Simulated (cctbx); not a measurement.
**Accept or mend?**

Cell a = 3.7840 Å, b = 3.7840 Å, c = 15.1680 Å, α = 90.00°, β = 90.00°, γ = 90.00°; space group P4_1 (no. 76). The compound is CeVB2.

The data are simulated with cctbx, not measured: Cu Kα, λ = 1.54184 Å, to d = 0.83 Å, 80 % of the full sphere, strongest reflection 5000 counts, noise from counting, a 1.5 % proportional error and a noise floor of 15 counts (s.d.); no absorption, and some extinction, which the refinements don't model.

An anisotropic refinement with weights 1/σ² prints:

```text
Rint 0.019, 61 unique reflections to 1.60 A
cycle     R1     wR2    GooF  max shift (A)
   1  0.0179  0.0348   2.544   0.08679
  12  0.0077  0.0159   1.165   0.00285
final R1 0.0077 wR2 0.0159 GooF 1.162  parameters 36  data/parameter 1.7
atom        x        y        z      Ueq    occ   su(xyz)  su(Uiso or U11)
Ce1    0.16488  0.14679  0.88124   0.0088  1.000  0.00110  0.0050
V1     0.33770  0.34807  0.47433   0.0334  1.000  0.00386  0.0195
B1     0.84136  0.36221  0.51574   0.0053  1.000  0.01463  0.1136  NPD
B2     0.64671  0.33946  0.58753  -0.0428  1.000  0.01610  0.0661  NPD
difference map: max 0.14 min -0.20 rms 0.06
Q1    0.0768  0.2743  0.6615    4    0.16  1.74 A from Ce1
Q2    0.1152  0.4064  0.1518    4    0.14  1.38 A from Ce1
Q3    0.1374  0.3545  0.0157    4    0.12  1.08 A from B1
Q4    0.0140  0.3873  0.5056    4    0.12  0.68 A from B1
Q5    0.0416  0.2733  0.3322    4    0.10  1.17 A from B2
Q6    0.3333  0.5556  0.5000    4    0.05  0.88 A from V1
```

**Question.** Can this result stand? If not, what is the likely fault?

Mend it. The fault: data cut at low resolution. Against the right model at the same level, R1 goes from 0.0158 to 0.0077 and GooF from 1.06 to 1.16 and B1 and B2 go non-positive-definite. The atoms are right, but there are too few data for the parameters: R1 flatters and the s.u.s grow. Data per parameter fall from 11.2 to 1.7. The fit had not settled when the cycles ran out.

The compound is CeVB2. The right model at the same level gives:

```text
Rint 0.029, 402 unique reflections to 0.83 A
cycle     R1     wR2    GooF  max shift (A)
   1  0.0298  0.0557   2.008   0.03645
   8  0.0158  0.0293   1.057   0.00178
final R1 0.0158 wR2 0.0293 GooF 1.057  parameters 36  data/parameter 11.2
atom        x        y        z      Ueq    occ   su(xyz)  su(Uiso or U11)
Ce1    0.16518  0.14682  0.88120   0.0083  1.000  0.00011  0.0002
V1     0.33770  0.34669  0.47421   0.0234  1.000  0.00050  0.0008
B1     0.85115  0.35456  0.51818   0.0318  1.000  0.00357  0.0052
B2     0.64211  0.34410  0.59265   0.0171  1.000  0.00272  0.0052
Flack x: -0.02(3)
Hooft y: -0.027(16)  Bijvoet pairs: 192
difference map: max 0.71 min -0.86 rms 0.23
Q1    0.0429  0.3651  0.6280    4    0.73  1.61 A from B2
Q2    0.0602  0.5973  0.3412    4    0.68  1.41 A from B2
Q3    0.1235  0.5942  0.4232    4    0.68  1.46 A from V1
Q4    0.0646  0.1336  0.6688    4    0.67  1.30 A from Ce1
Q5    0.0315  0.4605  0.1396    4    0.65  1.31 A from Ce1
Q6    0.1017  0.2974  0.9230    4    0.62  0.89 A from Ce1
```

The model was made for the exercise: a known structure type with other elements put in, its volume estimated, not relaxed; displacement parameters are assumed.

[Middle refinement cycles are left out of these outputs.]

[Logs are printed without paths, hosts, clocks, repeated set-up lines and the standing remarks that a program may print on its own settings, such as how far it seeks lower states.]
